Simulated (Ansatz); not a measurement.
CaCu2S2 (P-3m1): least direct gap against volume

The cell of CaCu2S2 (P-3m1) is scaled evenly and the response computed anew at each volume, on one mesh. The atoms keep their fractional positions.

Cell: a, b, c = 3.940, 3.940, 6.523 Å (primitive vectors), 5 atoms.

Method: Ansatz 0.2.0, PBE, independent particles, k-mesh 9×9×4 with interpolation inside its cells, Gaussian parameter 0.1 eV.

Launch of the response step: `ansatz run input.yaml --threads 4 --pin off --max-ram 8192MiB --backend cpu --events-out ev --progress --plain --runs-dir out`. The series took 15.4 min in all, on 4 threads of Intel(R) Xeon(R) Processor @ 2.50GHz (Skylake/Cascade Lake) (shared host).

```
V/V₀  V (Å³, primitive cell)  least direct gap (eV)
0.94                   82.43                  1.330
0.96                   84.19                  1.242
0.98                   85.94                  1.158
1.00                   87.69                  1.077
1.02                   89.45                  0.999
1.04                   91.20                  0.925
1.06                   92.96                      ?
```

For small changes the quantity should be close to linear in ln V.

Working, on the rows shown:

| x = ln(V/V₀) | y = least direct gap |
| --- | --- |
| -0.0618754 | 1.33 |
| -0.040822 | 1.242 |
| -0.0202027 | 1.158 |
| 0 | 1.077 |
| 0.0198026 | 0.999 |
| 0.0392207 | 0.925 |

Means: x̄ = -0.010646, ȳ = 1.1218. Σ(x − x̄)(y − ȳ) = -0.02867, Σ(x − x̄)² = 0.007154. Slope = -0.02867 / 0.007154 = -4.008; intercept = ȳ − slope · x̄ = 1.0792. The line misses the rows shown by at most 0.003 eV.

Task: Predict the last column of the withheld row from the fit.

Result: At x = 0.058269 the line gives y = 0.84565 eV. The run gave 0.854 eV, so the extrapolation is off by 0.0084 eV, 1.8 % of the range in the table.

Between the rows on either side of x = 0 the slope is (0.999 − 1.158) / (0.019803 − (-0.020203)) = -3.974. That is a volume deformation potential of -4.0 eV: the least direct gap on this mesh widens by 40 meV for each per cent of compression. PBE gaps are as a rule too small.

[Logs are printed without paths, hosts, clocks, repeated set-up lines and the standing remarks that a program may print on its own settings, such as how far it seeks lower states.]
